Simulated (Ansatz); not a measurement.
**A hypothetical structure for BeCo3N**

This structure for BeCo3N is made up. Its elements were placed in a known structure type with a cell scaled to their sizes. What cell does the guess relax to, and how far off was it?

Program: Ansatz 0.2.0. Level of theory: DFT, PBEsol, plane-wave PAW, files of the set soft_1, scalar-relativistic, ferromagnetic start, cell and ions relaxed at zero pressure; PAW set soft_1. Results are calculated unless marked as measured.

In doubt: warnings of the run leave room for a lower electronic state, so energies may not be the lowest and differences between runs may mislead.

### Step 1. Starting point

It takes space group Pm-3m (No. 221, cubic). Conventional cell: a = 3.529 Å, b = 3.529 Å, c = 3.529 Å, α = 90.00°, β = 90.00°, γ = 90.00°. Nearest to Co lie 2 N at 1.76 Å. Nearest to N lie 6 Co at 1.76 Å. Nearest to Be lie 12 Co at 2.50 Å. Farther neighbours and most contacts between anions are not listed.

As a file:

```cif
data_structure
_symmetry_space_group_name_H-M 'P 1'
_symmetry_Int_Tables_number 1
_cell_length_a 3.5290
_cell_length_b 3.5290
_cell_length_c 3.5290
_cell_angle_alpha 90.000
_cell_angle_beta 90.000
_cell_angle_gamma 90.000
_cell_volume 43.95
loop_
_atom_site_label
_atom_site_type_symbol
_atom_site_fract_x
_atom_site_fract_y
_atom_site_fract_z
_atom_site_occupancy
Co1 Co 0.50000 0.00000 0.50000 1
Co2 Co 0.50000 0.50000 0.00000 1
Co3 Co 0.00000 0.50000 0.50000 1
N4 N 0.50000 0.50000 0.50000 1
Be5 Be 0.00000 0.00000 0.00000 1
```

### Step 2. Relaxation of the guess

The guessed cell has no reason to be at equilibrium. It is relaxed with the atoms, within the space group of the guess.

input.yaml

```yaml
crystal:
  lattice:
    - [3.529, 0.0, 0.0]
    - [0.0, 3.529, 0.0]
    - [0.0, 0.0, 3.529]
  atoms:
    - { symbol: Co, position: [0.5, 0.0, 0.5], spin: 2.0 }
    - { symbol: Co, position: [0.5, 0.5, 0.0], spin: 2.0 }
    - { symbol: Co, position: [0.0, 0.5, 0.5], spin: 2.0 }
    - { symbol: "N", position: [0.5, 0.5, 0.5] }
    - { symbol: Be, position: [0.0, 0.0, 0.0] }
magnetization:
  spin_polarized: true
kpoints:
  mp_grid: { grid: [8, 8, 8] }
scf:
  occupations: { method: fermi_dirac, width: 0.05 }
hamiltonian:
  xc: pbesol
  pseudopotentials: { kind: paw, azcp: { folder: soft_1 }, xc_functional: pbe }
relax:
  f_tol: 0.015
  max_steps: 70
  cell: {}
output:
  forces: true
  stress: true
```

Command:

```console
$ ansatz run input.yaml --threads 4 --pin off --max-ram 8192MiB --backend cpu --events-out ev --progress --plain --runs-dir out
```

Numbers of over 12 decimals in the logs are rounded to 6 here.

Output:

```text
Engine: ansatz 0.2.0, x86_64-unknown-linux-gnu
Pseudopotentials: kind: paw
Pseudopotential: Co, paw, valence charge 17, recommended cutoff 420 eV (normal), soft_1/Co.paw.azcp
Pseudopotential: N, paw, valence charge 5, recommended cutoff 420 eV (normal), soft_1/N.paw.azcp
Pseudopotential: Be, paw, valence charge 2, recommended cutoff 420 eV (normal), soft_1/Be.paw.azcp
Functional definition: PBEsol
  exchange = pbesol_x
  correlation = pbesol_c
Crystal: 5 atoms, lattice volume = 43.950 Å³
Basis set: ecut = 420 eV, 847 PW (Γ), exchange–correlation on 48×48×48 points (8 copies of the dense FFT grid, shifted against one another)
Bands: 39, of which v1, the nominal top of the filled ones, is band 29 counted from 1 (28 counted from 0)
Symmetry: 48 space group operations
Space group: Pm-3m (ITA 221), of the structure as read, at distance tolerance 3.5e-5 Å
Magnetic group: BNS 221.92 (UNI 1594), of the structure as read, at distance tolerance 3.5e-5 Å
k-points: 35 of 512
Non-local potential: Co, projectors of the file, l = 0: 3, l = 1: 2, l = 2: 3, l = 3: 1
Non-local potential: N, projectors of the file, l = 0: 2, l = 1: 2, l = 2: 1
Non-local potential: Be, projectors of the file, l = 0: 2, l = 1: 2, l = 2: 1
PAW form: soft (Blöchl's): semilocal exchange-correlation on the pseudo side does not see the compensation charge
PAW frozen core: Co, regenerated for the run's functional, and the local potential with it (the file was generated under x = pbe(κ = 0.804, μ = 0.219515), c = pbe(β = 0.066725))
PAW frozen core: N, regenerated for the run's functional, and the local potential with it (the file was generated under x = pbe(κ = 0.804, μ = 0.219515), c = pbe(β = 0.066725))
PAW frozen core: Be, regenerated for the run's functional, and the local potential with it (the file was generated under x = pbe(κ = 0.804, μ = 0.219515), c = pbe(β = 0.066725))
PAW one-centre angular grid: Co, 590 points (default); XC on 64 Gauss nodes
PAW one-centre angular grid: N, 110 points (default); XC on 64 Gauss nodes
PAW one-centre angular grid: Be, 110 points (default); XC on 64 Gauss nodes
Initial density: superposition of atomic densities (chi_scale 0.1, normalization cell, long waves kept (reshape's long-wave potential 0.04 eV rms))
Starting moments: Σ|m| = 6 μB on 3 of 5 sites
Initial wavefunctions: pseudopotential atomic-orbital guess
Functional: x = pbesol(κ = 0.804, μ = 0.123457), c = pbesol(β = 0.046)
SCF iter   1: F=—  HF=-15742.998449 eV  |F-HF|=—  |Δ(HF+E_count)|=         —  Δρ=6.05e-2 (↑6.05e-2 ↓3.04e-2)  dr2=1.93e0  dr2_m=3.89e-1  M=4.356 μB ∫|m|=4.900 μB  β_m=0.30  ethr=3.10e-3  ⟨swp⟩=6.2  Hψ=10377  notcnv=0
Mixer restart at iter 1: flushing history
preconditioner: auto → Kerker (q_TF=auto, 2.857 Å⁻¹)  [metal: Δε(μ)=0.004 eV  Ē_g=9.819 eV  σ=0.050 eV  W_gap=0.02  n_scr=18 (ndim 8)  ℏωp=32.7 eV  f_vac=0.000  D(μ)=4.48/eV (n_scr^D=56)]
spin=Collinear: Kerker preconditioning applied to the charge; magnetization (m = ρ↑ − ρ↓) channel mixes plain (no charge-response kernel on spin).
SCF iter   2: F=—  HF=-15742.850857 eV  |F-HF|=—  |Δ(HF+E_count)|=   1.48e-1  Δρ=4.50e-2 (↑2.73e-2 ↓4.50e-2)  dr2=2.56e-1  dr2_m=3.52e-1  M=4.149 μB ∫|m|=4.673 μB  β_m=0.37  ethr=3.10e-3  ⟨swp⟩=2.6  Hψ=4387  notcnv=0  defer=189
SCF iter   3: F=—  HF=-15743.745848 eV  |F-HF|=—  |Δ(HF+E_count)|=         —  Δρ=7.81e-2 (↑7.81e-2 ↓4.51e-2)  dr2=9.08e-1  dr2_m=1.42e0  M=3.326 μB ∫|m|=3.699 μB  β_m=1.00  ethr=4.41e-4  ⟨swp⟩=2.3  Hψ=3947  notcnv=0  defer=190
Mixer restart at iter 3: flushing history
SCF iter   4: F=—  HF=-15749.099825 eV  |F-HF|=—  |Δ(HF+E_count)|=    5.35e0  Δρ=1.60e-1 (↑5.12e-2 ↓1.60e-1)  dr2=1.22e1  dr2_m=1.43e0  M=1.996 μB ∫|m|=2.305 μB  β_m=0.37  ethr=8.62e-5  ⟨swp⟩=3.6  Hψ=7035  notcnv=0  defer=191
SCF iter   5: F=—  HF=-15748.311320 eV  |F-HF|=—  |Δ(HF+E_count)|=   7.89e-1  Δρ=5.86e-2 (↑4.07e-2 ↓5.86e-2)  dr2=4.08e-1  dr2_m=9.53e-1  M=1.797 μB ∫|m|=2.100 μB  β_m=0.42  ethr=8.62e-5  ⟨swp⟩=3.8  Hψ=7774  notcnv=0  defer=218
SCF iter   6: F=—  HF=-15748.377157 eV  |F-HF|=—  |Δ(HF+E_count)|=   6.58e-2  Δρ=5.33e-2 (↑2.31e-2 ↓5.33e-2)  dr2=5.67e-1  dr2_m=5.58e-1  M=1.547 μB ∫|m|=1.818 μB  β_m=0.38  ethr=8.62e-5  ⟨swp⟩=2.6  Hψ=5700  notcnv=0  defer=216
SCF iter   7: F=—  HF=-15748.368015 eV  |F-HF|=—  |Δ(HF+E_count)|=   9.14e-3  Δρ=2.35e-2 (↑2.35e-2 ↓1.01e-2)  dr2=5.57e-2  dr2_m=1.01e-1  M=1.280 μB ∫|m|=1.491 μB  β_m=0.73  ethr=8.62e-5  ⟨swp⟩=3.0  Hψ=5626  notcnv=0  defer=216
SCF iter   8: F=—  HF=-15748.328148 eV  |F-HF|=—  |Δ(HF+E_count)|=   3.99e-2  Δρ=7.30e-3 (↑7.30e-3 ↓1.99e-3)  dr2=1.05e-2  dr2_m=7.64e-3  M=1.098 μB ∫|m|=1.263 μB  β_m=0.87  ethr=8.62e-5  ⟨swp⟩=2.7  Hψ=5368  notcnv=0  defer=222
SCF iter   9: F=—  HF=-15748.325423 eV  |F-HF|=—  |Δ(HF+E_count)|=   2.72e-3  Δρ=2.75e-3 (↑2.34e-3 ↓2.75e-3)  dr2=5.68e-4  dr2_m=2.45e-3  M=1.004 μB ∫|m|=1.152 μB  β_m=0.93  ethr=1.82e-5  ⟨swp⟩=2.4  Hψ=4157  notcnv=0  defer=222
SCF iter  10: F=—  HF=-15748.326727 eV  |F-HF|=—  |Δ(HF+E_count)|=   1.30e-3  Δρ=1.30e-3 (↑1.30e-3 ↓5.29e-4)  dr2=1.21e-3  dr2_m=1.14e-4  M=0.898 μB ∫|m|=1.030 μB  β_m=0.97  ethr=9.79e-7  ⟨swp⟩=2.0  Hψ=4880  notcnv=0  defer=222
SCF iter  11: F=—  HF=-15748.326825 eV  |F-HF|=—  |Δ(HF+E_count)|=   9.80e-5  Δρ=8.37e-4 (↑8.37e-4 ↓1.85e-4)  dr2=3.03e-4  dr2_m=6.84e-5  M=0.812 μB ∫|m|=0.932 μB  β_m=0.98  ethr=9.79e-7  ⟨swp⟩=2.2  Hψ=3727  notcnv=0  defer=222
SCF iter  12: F=—  HF=-15748.326858 eV  |F-HF|=—  |Δ(HF+E_count)|=   3.24e-5  Δρ=8.30e-4 (↑4.99e-4 ↓8.30e-4)  dr2=4.39e-5  dr2_m=1.75e-4  M=0.690 μB ∫|m|=0.794 μB  β_m=0.99  ethr=5.22e-7  ⟨swp⟩=2.0  Hψ=4074  notcnv=0  defer=222
SCF iter  13: F=—  HF=-15748.327007 eV  |F-HF|=—  |Δ(HF+E_count)|=   1.50e-4  Δρ=9.92e-4 (↑8.96e-4 ↓9.92e-4)  dr2=4.23e-6  dr2_m=3.59e-4  M=0.559 μB ∫|m|=0.646 μB  β_m=0.15  ethr=7.57e-8  ⟨swp⟩=2.4  Hψ=4968  notcnv=0  defer=222
SCF iter  14: F=-15748.327244 eV  HF=-15748.327278 eV  |F-HF|=3.38e-5  |Δ(HF+E_count)|=   2.71e-4  Δρ=9.84e-4 (↑9.84e-4 ↓9.68e-4)  dr2=2.24e-6  dr2_m=3.84e-4  M=0.414 μB ∫|m|=0.480 μB  β_m=0.12  ethr=7.29e-9  ⟨swp⟩=3.1  Hψ=6010  notcnv=0  defer=222
SCF iter  15: F=-15748.327387 eV  HF=-15748.327401 eV  |F-HF|=1.48e-5  |Δ(HF+E_count)|=   1.23e-4  Δρ=6.28e-4 (↑6.28e-4 ↓5.56e-4)  dr2=1.13e-5  dr2_m=1.39e-4  M=0.279 μB ∫|m|=0.325 μB  β_m=0.60  ethr=3.86e-9  ⟨swp⟩=3.3  Hψ=6524  notcnv=0  defer=222
SCF iter  16: F=-15748.327426 eV  HF=-15748.327458 eV  |F-HF|=3.27e-5  |Δ(HF+E_count)|=   5.70e-5  Δρ=4.48e-4 (↑4.48e-4 ↓2.22e-4)  dr2=9.37e-5  dr2_m=2.65e-5  M=0.012 μB ∫|m|=0.017 μB  β_m=0.82  ethr=3.86e-9  ⟨swp⟩=3.8  Hψ=7718  notcnv=0  defer=222
[...]
SCF iter  14: F=—  HF=-15748.470839 eV  |F-HF|=—  |Δ(HF+E_count)|=   1.18e-6  Δρ=4.94e-5 (↑3.35e-5 ↓4.94e-5)  dr2=2.36e-6  dr2_m=3.12e-7  M=-1.448 μB ∫|m|=1.655 μB  β_m=0.97  ethr=1.53e-8  ⟨swp⟩=2.2  Hψ=4208  notcnv=0  defer=199
SCF iter  15: F=—  HF=-15748.470839 eV  |F-HF|=—  |Δ(HF+E_count)|=   7.39e-7  Δρ=1.51e-5 (↑1.28e-5 ↓1.51e-5)  dr2=3.79e-7  dr2_m=1.51e-9  M=-1.448 μB ∫|m|=1.654 μB  β_m=0.99  ethr=4.07e-9  ⟨swp⟩=2.0  Hψ=3917  notcnv=0  defer=199
SCF iter  16: F=—  HF=-15748.470839 eV  |F-HF|=—  |Δ(HF+E_count)|=   1.61e-7  Δρ=2.34e-5 (↑2.34e-5 ↓1.91e-5)  dr2=2.56e-8  dr2_m=1.89e-7  M=-1.448 μB ∫|m|=1.654 μB  β_m=0.99  ethr=6.53e-10  ⟨swp⟩=2.2  Hψ=3847  notcnv=0  defer=199
SCF iter  17: F=—  HF=-15748.470839 eV  |F-HF|=—  |Δ(HF+E_count)|=   4.88e-9  Δρ=8.32e-7 (↑8.32e-7 ↓7.61e-7)  dr2=8.87e-10  dr2_m=1.80e-11  M=-1.448 μB ∫|m|=1.654 μB  β_m=1.00  ethr=4.42e-11  ⟨swp⟩=2.0  Hψ=4221  notcnv=0  defer=199
SCF iter  18: F=—  HF=-15748.470839 eV  |F-HF|=—  |Δ(HF+E_count)|=  6.51e-10  Δρ=2.54e-7 (↑2.01e-7 ↓2.54e-7)  dr2=6.48e-11  dr2_m=1.06e-12  M=-1.448 μB ∫|m|=1.654 μB  β_m=1.00  ethr=1.53e-12  ⟨swp⟩=2.0  Hψ=4401  notcnv=0  defer=199
SCF iter  19: F=-15748.470839 eV  HF=-15748.470839 eV  |F-HF|=3.64e-11  |Δ(HF+E_count)|=  1.46e-11  Δρ=2.53e-7 (↑2.53e-7 ↓1.20e-7)  dr2=4.92e-11  dr2_m=2.35e-12  M=-1.448 μB ∫|m|=1.654 μB  ethr=1.00e-12  ⟨swp⟩=3.0  Hψ=9758  notcnv=0
SCF 3 converged in 19 iterations: F = -15748.470839 eV  dr2 = 4.92e-11
  greatest PAW one-centre occupation: 1.001 electrons in one spin orbital (limit 2), on the Co atom at site 2 (counted from 0), in its partial waves of l = 1
relax step   3: F+E_penalty+E_count = -15748.47083890 eV  Δ(F+E_penalty+E_count) = -4.905e-2 eV  max|allowed force component| = 9.703e-30 eV/Å  Δτ_max = 0.0000 Å  P = +1.971 GPa  Ω = 46.438 Å³  energy of the carried Pulay correction = -3.562e-3 eV  (19 SCF iters, accepted)
[...]
relax step   4: F+E_penalty+E_count = -15748.47256027 eV  Δ(F+E_penalty+E_count) = -1.721e-3 eV  max|allowed force component| = 1.688e-29 eV/Å  Δτ_max = 0.0000 Å  P = -0.099 GPa  Ω = 46.830 Å³  energy of the carried Pulay correction = -4.105e-3 eV  (14 SCF iters, accepted)
[...]
relax step   5: F+E_penalty+E_count = -15748.47259240 eV  Δ(F+E_penalty+E_count) = -3.213e-5 eV  max|allowed force component| = 7.578e-29 eV/Å  Δτ_max = 0.0000 Å  P = -0.002 GPa  Ω = 46.811 Å³  energy of the carried Pulay correction = -4.079e-3 eV  (11 SCF iters, accepted)
[...]
relax step   6: F+E_penalty+E_count = -15748.47758686 eV  Δ(F+E_penalty+E_count) = -4.994e-3 eV  max|allowed force component| = 9.357e-29 eV/Å  Δτ_max = 0.0000 Å  P = +0.114 GPa  Ω = 46.811 Å³  stress off target by 1.14e-1 GPa  SCF on the basis re-selected at this cell (its energy is not comparable with the rows above)  (11 SCF iters)
[...]
relax step   7: F+E_penalty+E_count = -15748.47756493 eV  Δ(F+E_penalty+E_count) = +2.193e-5 eV  max|allowed force component| = 3.154e-29 eV/Å  Δτ_max = 0.0000 Å  P = +0.001 GPa  Ω = 46.833 Å³  energy of the carried Pulay correction = -2.989e-5 eV  (11 SCF iters, accepted)
iter 1 solved again at ethr=6.77e-8 eV; its pass at ethr=3.10e-3 eV (dr2=3.93e-5 eV) is discarded
SCF iter   1: F=—  HF=-15748.477565 eV  |F-HF|=—  |Δ(HF+E_count)|=         —  Δρ=4.45e-7 (↑4.45e-7 ↓3.57e-7)  dr2=5.63e-11  dr2_m=5.38e-11  M=-1.536 μB ∫|m|=1.753 μB  β_m=0.65  ethr=6.77e-8  ⟨swp⟩=3.2  Hψ=18585  notcnv=0
eigensolver tolerance schedule: the retry pair's looser diagonalisation over-reported the residual by 697062.43 of it (diagonalisation noise at an unbounded share of the residual, at the tolerance the schedule requests for it); recorded, not acted on — ethr = c·dr2/N_el stays at c = 1.0e-1
preconditioner: auto → none  [metal: Δε(μ)=0.008 eV  Ē_g=9.420 eV  σ=0.050 eV  W_gap=0.04  n_scr=6 (ndim 8)  ℏωp=31.6 eV  f_vac=0.000  D(μ)=4.24/eV (n_scr^D=56)]
SCF iter   2: F=—  HF=-15748.477565 eV  |F-HF|=—  |Δ(HF+E_count)|=   2.86e-7  Δρ=4.70e-7 (↑4.04e-7 ↓4.70e-7)  dr2=2.88e-10  dr2_m=3.13e-11  M=-1.536 μB ∫|m|=1.753 μB  β_m=0.30  ethr=1.00e-12  ⟨swp⟩=3.5  Hψ=6609  notcnv=0
SCF iter   3: F=—  HF=-15748.477565 eV  |F-HF|=—  |Δ(HF+E_count)|=  6.91e-11  Δρ=1.51e-7 (↑1.51e-7 ↓1.25e-7)  dr2=1.12e-11  dr2_m=5.40e-12  M=-1.536 μB ∫|m|=1.753 μB  β_m=0.41  ethr=1.00e-12  ⟨swp⟩=1.2  Hψ=2755  notcnv=0
SCF iter   4: F=-15748.477565 eV  HF=-15748.477565 eV  |F-HF|=7.28e-12  |Δ(HF+E_count)|=  9.09e-12  Δρ=5.25e-8 (↑4.28e-8 ↓5.25e-8)  dr2=1.72e-12  dr2_m=5.93e-13  M=-1.536 μB ∫|m|=1.753 μB  ethr=1.00e-12  ⟨swp⟩=2.7  Hψ=8502  notcnv=0
SCF 8 converged in 4 iterations: F = -15748.477565 eV  dr2 = 1.72e-12
relax step   8: F+E_penalty+E_count = -15748.47756493 eV  Δ(F+E_penalty+E_count) = -2.910e-11 eV  max|allowed force component| = 1.404e-29 eV/Å  Δτ_max = 0.0000 Å  P = +0.002 GPa  Ω = 46.833 Å³  stress off target by 1.83e-3 GPa  SCF on the basis re-selected at this cell (its energy is not comparable with the rows above)  (4 SCF iters)
basis re-selected at this cell: Δ(F+E_penalty+E_count) = -2.910e-11 eV, ΔP = +0.001 GPa vs the last step (what re-selecting the basis moved, of the pressure what is left beyond the Pulay correction that the steps carried, after the strain that the cell walked since its last selection, with what the two solves' SCF thresholds leave and, on support functions, any second-order correction that the steps lacked; it is no  [...]
SCF converged after 4 iterations
Magnetization: -1.5360 μB (28.2320 up, 29.7680 down)
Absolute magnetization: 1.7528 μB (∫|ρ↑−ρ↓|, with the PAW one-centre terms)
Spin contamination: 0.0163 ħ² per cell (⟨S²⟩ above its minimum at these occupations)
Per-site moments (μB) at R_I (Å): [(-0.496903, 0.743440), (-0.496903, 0.743440), (-0.496903, 0.743440), (-0.033322, 0.743440), (0.035798, 1.051383)]
Free energy (F): -15748.477565 eV
Harris-Foulkes:  -15748.477565 eV  (|F-HF|=7.28e-12)
Internal energy: -15748.441861 eV  (E = F + TS)
E sigma→0 (E₀):  -15748.459713 eV
Entropy (-TS):   -0.035704 eV (-7.141 meV/atom)
Fermi energy:    16.022831 eV
--- Per-component energies (eV) ---
  E_band       = -830.499127
  E_kinetic    = 1034.086821
  E_local      = -9967.230823  (includes V_loc(G=0)·N_el)
  E_nonlocal   = 1359.794111
  E_hartree    = 4448.825906
  E_xc         = -355.076251
  E_vxc        = -452.341465  (∫ρ·V_xc dr)
  E_paw        = -4806.856867  (= ΣΔE_a)
  E_vpaw       = -1702.460511  (= ΣTr[D̂ρ^β])
  E_aug_tail   = 0.000898  (compensation charges beyond the density's cutoff)
  E_ewald      = -7462.588546
  E_core_change = 0.602889  (= ΣΔE_core)
  E_smearing   = -0.035704  (= −TS)
  E_closure    = 0.000000  (closes the sum)
  Σ components = -15748.477565   (vs F -15748.477565, Δ=0.00e0)
--- Forces (eV/Å), atoms counted from 1 ---
  atom   1  Co     0.00000000     0.00000000    -0.00000000
  atom   2  Co     0.00000000     0.00000000    -0.00000000
  atom   3  Co    -0.00000000    -0.00000000     0.00000000
  atom   4  N      0.00000000     0.00000000     0.00000000
  atom   5  Be     0.00000000     0.00000000     0.00000000
  max |Σ_I F_I| component: 2.45e-29 eV/Å
--- Stress (GPa, compression-positive) ---
        0.001830       0.000000       0.000000
        0.000000       0.001830      -0.000000
        0.000000      -0.000000       0.001830
  P = ⅓ Tr σ = 0.0018 GPa (0.018 kbar)
--- Relaxed structure (6 steps of the walk, 6 accepted, 2 SCFs on fresh bases) ---
  F+E_penalty+E_count = -15748.47756493 eV   max|allowed force component| = 1.404e-29 eV/Å   (the final SCF, on the basis selected at the relaxed cell)
  cell:  # Å, volume = 46.8334 Å³
    - [3.604557, 0, 0]
    - [0, 3.604557, 0]
    - [0, 0, 3.604557]
  atoms:
    - { symbol: Co, position: [0.5, 0, 0.5] }
    - { symbol: Co, position: [0.5, 0.5, 0] }
    - { symbol: Co, position: [0, 0.5, 0.5] }
    - { symbol: N, position: [0.5, 0.5, 0.5] }
    - { symbol: Be, position: [0, 0, 0] }
```

It took 23 s on 4 threads of Intel Xeon Platinum 8488C (Sapphire Rapids), shared host; peak memory 0.47 GiB; 82 s of CPU time.

The steps of the relaxation:

| step | energy less that of the first step (eV) | largest force component (eV/Å) | pressure (GPa) | volume (Å³) |
| --- | --- | --- | --- | --- |
| 1 | 0.0000 | 0.0000 | 17.23 | 43.95 |
| 2 | -0.0943 | 0.0000 | 8.72 | 45.14 |
| 3 | -0.1434 | 0.0000 | 1.97 | 46.44 |
| 4 | -0.1451 | 0.0000 | -0.10 | 46.83 |
| 5 | -0.1451 | 0.0000 | 0.00 | 46.81 |
| 6* | -0.1501 | 0.0000 | 0.11 | 46.81 |
| 7 | -0.1501 | 0.0000 | 0.00 | 46.83 |
| 8* | -0.1501 | 0.0000 | 0.00 | 46.83 |

Relaxation steps marked * repeat the geometry before them on a plane-wave basis chosen anew for their cell, so energy and pressure can jump there.

The run keeps the 48 symmetry operations that it works with, so distortions that break them were not tested.

| conventional cell, symmetrised | before | after | change |
| --- | --- | --- | --- |
| a (Å) | 3.529 | 3.605 | +2.1 % |
| b (Å) | 3.529 | 3.605 | +2.1 % |
| c (Å) | 3.529 | 3.605 | +2.1 % |
| volume (Å³/atom) | 8.79 | 9.37 | +6.6 % |

The relaxed structure:

```xyz
5
Lattice="3.6046 0.0000 0.0000 0.0000 3.6046 0.0000 0.0000 0.0000 3.6046" Properties=species:S:1:pos:R:3 pbc="T T T"
Co    1.8023    0.0000    1.8023
Co    1.8023    1.8023    0.0000
Co    0.0000    1.8023    1.8023
N     1.8023    1.8023    1.8023
Be    0.0000    0.0000    0.0000
```

This step gave:

```
free energy             : -15748.4776 eV
energy at zero smearing : -15748.4597 eV
smearing term TS        : 0.03570 eV
Fermi energy            : 16.02 eV
magnetization           : -1.536 μB
absolute magnetization  : 1.753 μB
site moments            : -0.4969, -0.4969, -0.4969, -0.03332, 0.03580 μB
electrons               : 58
symmetry operations     : 48
pressure                : 0.001830 GPa
```

Site moment by atom:

| atom | site moment (μB) |
| --- | --- |
| Co1 | -0.497 |
| Co2 | -0.497 |
| Co3 | -0.497 |
| N4 | -0.033 |
| Be5 | 0.036 |

Shortest distances by pair of elements, guess and relaxed (not always the same contact):

| pair | guess (Å) | relaxed (Å) |
| --- | --- | --- |
| Co–N | 1.764 | 1.802 |
| Co–Co | 2.495 | 2.549 |
| Be–Co | 2.495 | 2.549 |
| Be–N | 3.056 | 3.122 |
| N–N | 3.529 | 3.605 |

The relaxation ends with a pressure of 0.00 GPa.

### Step 3. Outcome

| Property | Result |
| --- | --- |
| space group, relaxed | Pm-3m |
| conventional cell | a = 3.605, b = 3.605, c = 3.605 Å; α = 90.0°, β = 90.0°, γ = 90.0° |
| volume per atom | 9.37 Å³ (guess 8.79) |
| total moment | 1.54 μB in the cell of 5 atoms |

In words: BeCo3N relaxes to Pm-3m with a = 3.605, b = 3.605 and c = 3.605 Å. The guessed volume was 6 % too small. The space group Pm-3m was held in the relaxation, so the end point is a stationary structure within it and may be a saddle against distortions or other arrangements. The input starts from parallel moments, and no other start was typed. The electronic state may lie above the lowest one. Mesh and cutoff weren't tested. No dispersion term is used, so weakly bound directions may come out too long. Nothing here tests whether the compound is stable against decomposition.

[Logs are printed without paths, hosts, clocks, repeated set-up lines and the standing remarks that a program may print on its own settings, such as how far it seeks lower states.]

[Hosts, paths, dates, database ids (printed as entryN), source tags and the programs' standing remarks are cut or masked in the printed files.]
